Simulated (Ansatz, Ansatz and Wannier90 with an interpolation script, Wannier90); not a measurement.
# G0W0 band structure of SnO2 (Cassiterite), part 3 of 3

Aim: the G0W0 bands of SnO2 (Cassiterite) along the symmetry lines, with the gap off the mesh.

Ansatz 0.2.0; LDA, Wannier functions and G0W0, plane waves, PAW. Known limits of the many-body steps: not at the basis limit; no spin-orbit coupling.

So far. Step 2 (LDA bands): The gap is direct, at Γ. Step 4 (Wannier functions by Wannier90 (O:2p Sn:5s Sn:5p) on …): Near the gap the model misses directly solved bands by 0.7 meV r.m.s. and by 8 meV at most in the window tested. This tests the starting bands, not the corrections carried with them.

### 5. G0W0 at every point of the mesh: 4×4×6 mesh, 298 empty bands, screening to 150 eV

Now the one-shot GW correction: screening in the RPA, then the self-energy of the levels asked for.

This step: G0W0 on LDA, plane waves, PAW.

The input, input.yaml:

```yaml
crystal:
  lattice:
    - [4.738, 0.0, 0.0]
    - [0.0, 4.738, 0.0]
    - [0.0, 0.0, 3.1865]
  atoms:
    - { symbol: Sn, position: [0.0, 0.0, 0.0] }
    - { symbol: Sn, position: [0.5, 0.5, 0.5] }
    - { symbol: O, position: [0.3071, 0.3071, 0.0] }
    - { symbol: O, position: [0.1929, 0.8071, 0.5] }
    - { symbol: O, position: [0.6929, 0.6929, 0.0] }
    - { symbol: O, position: [0.8071, 0.1929, 0.5] }
kpoints:
  mp_grid: { grid: [4, 4, 6] }
hamiltonian:
  xc: lda
scf:
  occupations: { method: fixed }
gw:
  n_empty_bands: 298
  ecut_chi: 150.0
  qp_bands: [v12, c2]
  screening: { model: contour_deformation }
```

The run is started by

```
ansatz run input.yaml --threads 8 --pin off --max-ram 18432MiB --backend cpu --events-out ev --progress --plain --runs-dir out
```

Numbers of over 12 decimals in the logs are rounded to 6 here.

The log of the run:

```text
[...]
Crystal: 6 atoms, lattice volume = 71.533 Å³
Basis set: ecut = 420 eV, 1411 PW (Γ)
Bands: 32, of which v1, the nominal top of the filled ones, is band 26 counted from 1 (25 counted from 0)
Symmetry: 16 space group operations
[...]
k-points: 24 of 96
[...]
SCF iter   1: F=—  HF=-13980.421309 eV  |F-HF|=—  |Δ(HF+E_count)|=         —  Δρ=1.88e-2  dr2=2.10e-1  ethr=1.77e-3  ⟨swp⟩=4.5  Hψ=2869  notcnv=0  defer=94
[...]
SCF iter   6: F=-13980.357556 eV  HF=-13980.357556 eV  |F-HF|=2.90e-8  |Δ(HF+E_count)|=   8.45e-7  Δρ=8.39e-6  dr2=7.10e-8  ethr=1.92e-10  ⟨swp⟩=7.5  Hψ=3287  notcnv=0
SCF 1 converged in 6 iterations: F = -13980.357556 eV  dr2 = 7.10e-8
[...]
G₀W₀ screening: q 1/24
[... further progress lines ...]
SCF converged after 6 iterations
Free energy (F): -13980.357556 eV
[...]
Internal energy: -13980.357556 eV  (E = F + TS)
E sigma→0 (E₀):  -13980.357556 eV
Fermi energy:    9.160013 eV
[...]
--- Band table (eV; the first three rows and the last of 24) ---
  k-point 0: bands = [... 22 lower, 7.9025, 8.3623, 8.3623, 9.1600, 10.2937, 15.0669, 15.2711, 15.2711, ... 2 higher]
  k-point 1: bands = [... 22 lower, 6.9619, 8.3849, 8.3849, 8.9234, 11.7933, 15.5788, 16.3621, 16.3621, ... 2 higher]
  k-point 2: bands = [... 22 lower, 6.6883, 8.1501, 8.1501, 8.2876, 13.8185, 15.8896, 17.7308, 18.3355, ... 2 higher]
  k-point 23: bands = [... 22 lower, 8.1646, 8.1646, 8.3144, 8.3144, 13.8710, 13.8710, 17.7629, 17.7629, ... 2 higher]
--- G₀W₀: contour deformation, 7 samples at zero and on the imaginary axis and 3 off it, 96 q-points, 298 empty bands' worth ---
  eigenvalues of the whole cell's RPA ε∞ on this k-mesh (on a slab, of 1 + 4πα/V) = 4.5374, 4.5374, 4.7275; static W/v taken at q = 0 is 0.217389
    ik  band        ε_KS         Σx   Σc(E_QP)       V_xc       Z   E_QP_lin       E_QP  E_QP is
     0    15      0.9313   -24.7333     5.2758   -18.7016  0.7283     0.1856     0.1754  root
     0    16      5.0076   -24.2622     4.9108   -18.6163  0.7123     4.2578     4.2725  root
     0    17      5.0076   -24.2622     4.9108   -18.6163  0.7123     4.2578     4.2725  root
     0    18      5.1093   -24.5061     4.7262   -19.0521  0.7260     4.3667     4.3815  root
     0    19      5.9772   -24.1311     5.5160   -17.6404  0.7157     4.9659     5.0025  root
     0    20      7.0564   -25.5806     4.2113   -20.7866  0.7490     6.4670     6.4737  root
     0    21      7.1868   -27.1062     4.1324   -22.3313  0.7568     6.5363     6.5444  root
     0    22      7.9025   -26.7973     4.1332   -22.0415  0.7574     7.2731     7.2799  root
     0    23      7.9025   -26.7973     4.1332   -22.0415  0.7574     7.2731     7.2799  root
     0    24      8.3623   -26.3486     4.7996   -20.8774  0.7471     7.6820     7.6907  root
     0    25      8.3623   -26.3486     4.7996   -20.8774  0.7471     7.6820     7.6907  root
     0    26      9.1600   -27.0922     5.1286   -21.2256  0.7480     8.4116     8.4221  root
     0    27     10.2937   -14.7480    -3.5016   -19.1706  0.8197    11.2247    11.2147  root
     0    28     15.0669   -12.2323    -4.8569   -18.4021  0.8009    16.4118    16.3798  root
[...]
23    24      8.1646   -26.2351     4.9917   -20.4797  0.7450     7.3885     7.4009  root
    23    25      8.3144   -26.5326     5.3067   -20.4081  0.7416     7.4819     7.4966  root
    23    26      8.3144   -26.5326     5.3067   -20.4081  0.7416     7.4819     7.4966  root
    23    27     13.8710   -13.4775    -4.4586   -19.2498  0.8075    15.2093    15.1845  root
    23    28     13.8710   -13.4775    -4.4586   -19.2498  0.8075    15.2093    15.1845  root
```

The job ended after 5.9 min (8 threads of Arm Neoverse V1, shared host; peak memory 1.6 GiB).

This step gave:

```yaml
bands_summed: 324
rpa_eps_infinity_on_this_mesh_eigenvalues: 4.537, 4.537, 4.728
plane_waves_in_the_screening_matrix: 315
q_points_in_the_mesh: 96
g0w0_gap_on_the_mesh: 2.793 eV
k_of_the_valence_top: 0, 0, 0
k_of_the_conduction_bottom: 0, 0, 0
starting_gap_on_the_mesh: 1.134 eV
z_at_the_valence_top: 0.7480
z_at_the_conduction_bottom: 0.8197
least_direct_g0w0_gap_on_the_computed_points: 2.793 eV
```

The gap on the mesh goes from 1.13 eV to 2.79 eV, a correction of +1.66 eV. Between the two edge states, bare exchange in place of the xc potential would open the gap by 10.29 eV, and correlation takes back 8.63 eV.

### 6. Interpolating the corrections

A script adds the corrections, carried to the Wannier functions and back, to the LDA levels, along the path and on a 13×13×18 mesh.

```
G0W0 gap over the zone     : 2.793 eV
valence top at             : Γ
conduction bottom at       : Γ
starting gap over the zone : 1.134 eV
least direct G0W0 gap      : 2.793 eV
G0W0 gap on the mesh       : 2.793 eV
valence width, start       : 8.280 eV
valence width, G0W0        : 8.268 eV
gap by a rigid shift       : 2.793 eV
```

Levels solved directly plus the interpolated quasiparticle correction. Limits: finite bands, cutoff and mesh; no spin-orbit coupling. Quasiparticle bands along the path, in eV, zero at the valence-band top of each set:

```
    point  band 23  band 24  band 25  band 26  band 27
        Γ    -1.14    -0.73    -0.73     0.00     2.79
  halfway    -1.12    -1.08    -0.70    -0.31     4.16
        X    -1.08    -1.08    -0.64    -0.64     6.22
  halfway    -1.16    -1.16    -0.83    -0.83     6.45
        M    -1.24    -1.24    -1.01    -1.01     6.68
  halfway    -1.19    -1.08    -0.84    -0.53     5.02
        Γ    -1.14    -0.73    -0.73     0.00     2.79
  halfway    -2.48    -0.84    -0.84    -0.57     5.66
        Z    -1.86    -1.86    -1.39    -1.39     8.23
  halfway    -1.57    -1.57    -1.19    -1.19     8.35
        R    -1.21    -1.21    -0.59    -0.59     8.54
  halfway    -1.08    -1.08    -1.03    -1.03     7.43
        A    -1.02    -1.02    -0.93    -0.93     6.76
  halfway    -1.38    -1.38    -1.16    -0.84     7.64
        Z    -1.86    -1.86    -1.39    -1.39     8.23
jump to X    -1.08    -1.08    -0.64    -0.64     6.22
  halfway    -1.26    -1.26    -0.85    -0.85     7.53
        R    -1.21    -1.21    -0.59    -0.59     8.54
jump to M    -1.24    -1.24    -1.01    -1.01     6.68
  halfway    -0.97    -0.97    -0.83    -0.83     7.07
        A    -1.02    -1.02    -0.93    -0.93     6.76
```

The same for LDA:

```
point  band 23  band 24  band 25  band 26  band 27
    Γ    -1.26    -0.80    -0.80     0.00     1.13
    X    -1.22    -1.22    -0.65    -0.65     4.28
    M    -1.34    -1.34    -0.91    -0.91     4.65
    Γ    -1.26    -0.80    -0.80     0.00     1.13
    Z    -1.70    -1.70    -1.28    -1.28     6.02
    R    -1.13    -1.13    -0.72    -0.72     6.29
    A    -1.00    -1.00    -0.85    -0.85     4.71
    Z    -1.70    -1.70    -1.28    -1.28     6.02
    X    -1.22    -1.22    -0.65    -0.65     4.28
    R    -1.13    -1.13    -0.72    -0.72     6.29
    M    -1.34    -1.34    -0.91    -0.91     4.65
    A    -1.00    -1.00    -0.85    -0.85     4.71
```

Minima of the lowest conduction band, from levels solved directly at the displaced points, plus the interpolated correction; masses are left empty at degenerate points, on flat bands and where the interpolated correction rules the curvature; G0W0 masses are rough. Conduction valleys, by row:

```
point  k (reciprocal lattice)  valleys in the zone  G0W0 level above the valence top (eV)  LDA level above the valence top (eV)  G0W0 principal masses (m_e)  LDA principal masses (m_e)
    Γ       0.000 0.000 0.000                    1                                  2.793                                 1.134            0.188 0.232 0.232           0.180 0.205 0.205
```

Second differences of levels solved directly at the displaced points, plus the interpolated correction, at the quasiparticle band edges; no spin-orbit coupling; left empty where the band is flat or the interpolated correction rules the curvature. Effective masses, by row:

```
 carrier  point  Cartesian direction  band  LDA mass (m_e)  G0W0 mass (m_e)
    hole      Γ                  100    26           1.243            1.154
    hole      Γ                  010    26           1.243            1.154
    hole      Γ                  001    26           1.697            1.512
    hole      Γ                  110    26           1.242            1.154
    hole      Γ                  111    26           1.364            1.253
electron      Γ                  100    27           0.204            0.231
electron      Γ                  010    27           0.204            0.231
electron      Γ                  001    27            0.18            0.188
electron      Γ                  110    27           0.204            0.231
electron      Γ                  111    27           0.195            0.215
```

The density of states has structure finer than the step of the table below, so its rows give means over 0.5 eV, whole bins alone (the curve runs from -9 to 6.7 eV). Peaks (eV: height): G0W0 -7.60: 2.04, -4.00: 4.16, -1.10: 9.14; LDA -7.60: 2.05, -4.00: 4.16, -0.90: 9.29, 5.00: 2.11.

Wannier model on a dense mesh, Gaussian width 0.15 eV. Limits: finite bands, cutoff and mesh; no spin-orbit coupling. Table of density of states by energy, zero at the valence-band top of each set; means over each step; values in states/eV/cell:

```
energy (eV)    G0W0      LDA
       -8.5  0.0566   0.0724
       -8.0   0.996     1.17
       -7.5    1.89     1.87
       -7.0    1.72     1.66
       -6.5    1.22     1.17
       -6.0   0.935    0.915
       -5.5    1.47     1.43
       -5.0    2.35     2.27
       -4.5    2.86     2.87
       -4.0    3.81     3.80
       -3.5    3.16     3.10
       -3.0    3.00     3.08
       -2.5    2.83     2.94
       -2.0    3.87     3.82
       -1.5    5.71     6.10
       -1.0    8.76     8.43
       -0.5    3.16     3.06
        0.0   0.214    0.239
        0.5  2.5e-4   2.9e-4
        1.0       0  0.00350
        1.5       0   0.0352
        2.0       0   0.0798
        2.5  7.8e-4    0.136
        3.0  0.0246    0.215
        3.5  0.0604    0.329
        4.0  0.0998    0.499
        4.5   0.148    0.940
        5.0   0.208     1.84
        5.5   0.321     1.52
        6.0   0.459     1.29
```

Corrections by starting level (eV, on the run's own energy scale, so only their differences matter):

```
start  correction
-8.27       −0.73
-7.27       −0.67
-5.49       −0.73
-4.58       −0.74
-4.02       −0.76
-3.44       −0.71
-2.95       −0.69
-2.47       −0.95
-1.79       −0.66
-1.42       −0.78
-1.15       −0.78
-0.94       −0.79
-0.78       −0.68
-0.30       −0.76
 2.63       +1.04
 5.31       +1.38
 6.73       +1.57
```

### 7. LDA+SOC bands, for comparison

Spin-orbit coupling can split or shift the edges; a non-collinear run measures by how much.

This step: DFT, LDA with spin-orbit coupling, plane waves, PAW.

input.yaml, the sections that differ from step 5:

```yaml
kpoints:
  mp_grid: { grid: [4, 4, 6] }
  band_path:
    path:
      - [[0.0, 0.0, 0.0], [0.0, 0.5, 0.0], [0.5, 0.5, 0.0], [0.0, 0.0, 0.0], [0.0, 0.0, 0.5], [0.0, 0.5, 0.5], [0.5, 0.5, 0.5], [0.0, 0.0, 0.5]]
      - [[0.0, 0.5, 0.0], [0.0, 0.5, 0.5]]
      - [[0.5, 0.5, 0.0], [0.5, 0.5, 0.5]]
    npoints: 10
scf:
  occupations: { method: fermi_dirac, width: 0.02 }
  n_extra_bands: 12
magnetization:
  noncollinear: true
  spin_orbit: true
output:
  eigenvalues: true
# crystal, hamiltonian: as in step 5
# gw: removed
```

The log of the run:

```text
[...]
non-collinear run that drives no moment, with spin-orbit: no starting moment large enough to seed its density (crystal.atoms[].spin), no starting occupations that ask for one, no magnetisation constraint and no magnetic field, so the semilocal B_xc is pinned to zero
Crystal: 6 atoms, lattice volume = 71.533 Å³
Basis set: ecut = 420 eV, 1411 PW (Γ)
Bands: 64, of which v1, the nominal top of the filled ones, is band 52 counted from 1 (51 counted from 0)
Symmetry: 16 space group operations + 16 with time reversal
[...]
k-points: 24 of 96
Projection manifold: j_resolved (fully-relativistic pseudo-atomic orbitals)
[...]
SCF iter   1: F=—  HF=-13985.386508 eV  |F-HF|=—  |Δ(HF+E_count)|=         —  Δρ=7.86e-2  dr2=3.07e0  dr2_m=0.00e0 (ungated)  ethr=3.10e-3  |M|=0.00e0 ∫|m|=0.00e0 μB  |m|>n=0.0e0 m-floor=0.0e0 τ_xc=0.0e0  β_m=0.30  ⟨swp⟩=6.9  Hψ=3693  notcnv=0  defer=14
[...]
spin=Noncollinear: Resta preconditioning applied to the charge; magnetization (m_x, m_y, m_z) channels mix plain (no charge-response kernel on spin).
SCF iter   2: F=—  HF=-13984.812247 eV  |F-HF|=—  |Δ(HF+E_count)|=   5.74e-1  Δρ=5.15e-2  dr2=1.15e0  dr2_m=0.00e0 (ungated)  ethr=3.10e-3  |M|=0.00e0 ∫|m|=0.00e0 μB  |m|>n=0.0e0 m-floor=0.0e0 τ_xc=0.0e0  β_m=0.52  ⟨swp⟩=2.6  Hψ=1090  notcnv=0  defer=154
[...]
SCF iter   8: F=-13984.441082 eV  HF=-13984.441082 eV  |F-HF|=2.40e-10  |Δ(HF+E_count)|=   1.06e-8  Δρ=2.04e-6  dr2=3.14e-9  dr2_m=0.00e0 (ungated)  ethr=1.53e-10  |M|=0.00e0 ∫|m|=0.00e0 μB  |m|>n=0.0e0 m-floor=0.0e0 τ_xc=0.0e0  ⟨swp⟩=1.0  Hψ=1942  notcnv=0
SCF 1 converged in 8 iterations: F = -13984.441082 eV  dr2 = 3.14e-9
[...]
SCF converged after 8 iterations
Magnetization: |M| = 0.0000 μB,  M = (+0.0000, +0.0000, +0.0000) μB
Absolute magnetization: 0.0000 μB (∫|m|)
  site 0: m = (+0.0000, +0.0000, +0.0000) μB, |m| = 0.0000 μB  (R = 0.85 Å)
  site 1: m = (+0.0000, +0.0000, +0.0000) μB, |m| = 0.0000 μB  (R = 0.85 Å)
  site 2: m = (+0.0000, +0.0000, +0.0000) μB, |m| = 0.0000 μB  (R = 0.85 Å)
  site 3: m = (+0.0000, +0.0000, +0.0000) μB, |m| = 0.0000 μB  (R = 0.85 Å)
  site 4: m = (+0.0000, +0.0000, +0.0000) μB, |m| = 0.0000 μB  (R = 0.85 Å)
  site 5: m = (+0.0000, +0.0000, +0.0000) μB, |m| = 0.0000 μB  (R = 0.85 Å)
Free energy (F): -13984.441082 eV
[...]
Internal energy: -13984.441082 eV  (E = F + TS)
E sigma→0 (E₀):  -13984.441082 eV
Fermi energy:    9.727206 eV
[...]
--- Band table (eV; the first three rows and the last of 24) ---
  k-point 0: bands = [... 48 lower, 8.3724, 8.3724, 9.1570, 9.1570, 10.2975, 10.2975, 15.0710, 15.0710, ... 8 higher]
  k-point 1: bands = [... 48 lower, 8.3896, 8.3896, 8.9204, 8.9204, 11.7946, 11.7946, 15.5820, 15.5820, ... 8 higher]
  k-point 2: bands = [... 48 lower, 8.1476, 8.1476, 8.2849, 8.2849, 13.8197, 13.8197, 15.8913, 15.8913, ... 8 higher]
  k-point 23: bands = [... 48 lower, 8.3119, 8.3119, 8.3119, 8.3119, 13.8689, 13.8689, 13.8689, 13.8689, ... 8 higher]
```

It took 15 s on 8 threads; peak memory 1 GiB; 2 min of CPU time.

Numbers from this step:

```
filled bands         : 52
gap                  : 1.140 eV
valence top at       : Γ
conduction bottom at : Γ
least direct gap     : 1.140 eV
```

The gap stands +0.01 eV against LDA.

### 8. Outcome

```yaml
lda_gap: 1.13 eV
g0w0_gap_over_the_zone: 2.79 eV, direct
least_direct_g0w0_gap_in_the_model: 2.79 eV
with_the_spin_orbit_change: 2.80 eV
gw_settings: 4×4×6 mesh, 298 empty bands, screening to 150 eV
known_limits: not at the basis limit; no spin-orbit coupling
```

What this shows: The Wannier model follows the LDA bands to under 1 meV r.m.s. near the gap. The G0W0 gap over the zone is 2.79 eV, direct, from Γ to Γ; on the mesh alone it is 2.79 eV, nearly the same. The valence width in the model goes from 8.28 eV to 8.27 eV. At the band edge the lightest electron mass is 0.18 m_e at the start and 0.19 m_e in G0W0; the G0W0 masses rest on corrections from the 4×4×6 mesh alone and are rough. LDA+SOC gives a gap of 1.14 eV on the same path, a spin-orbit change of +0.01 eV that would bring the G0W0 gap to 2.80 eV. Against experiment, by G0W0@LDA with the spin-orbit change: the gap of 2.80 eV lies −0.80 eV from the measured 3.6 eV (kind not stated, quoted 2022). The calculation has static nuclei and no excitons; a measured gap holds zero-point and thermal motion, which mostly lowers it. Against the values above the computed gap that would widen the miss. An edge that is forbidden or weak in absorption could explain it, and so could too strong a screening: the start's gap is only 1.13 eV, and one shot does not repair that. Bands and cutoff are finite, so the gap is not at the basis limit. The miss can reach some tenths of an eV and take either sign; the mesh is an error of its own. Above the frozen window of the model the interpolated levels need not meet the computed ones, even at points of the mesh.

[Paths, hosts, dates, memory and timing lines, banners, echoed tables and standing remarks are left out of the program output.]

[Logs are printed without paths, hosts, clocks, repeated set-up lines and the standing remarks that a program may print on its own settings, such as how far it seeks lower states.]

[Runs of the session that timed out or met a known fault of the program may be left out.]

[Hosts, paths, dates, database ids (printed as entryN), source tags and the programs' standing remarks are cut or masked in the printed files.]
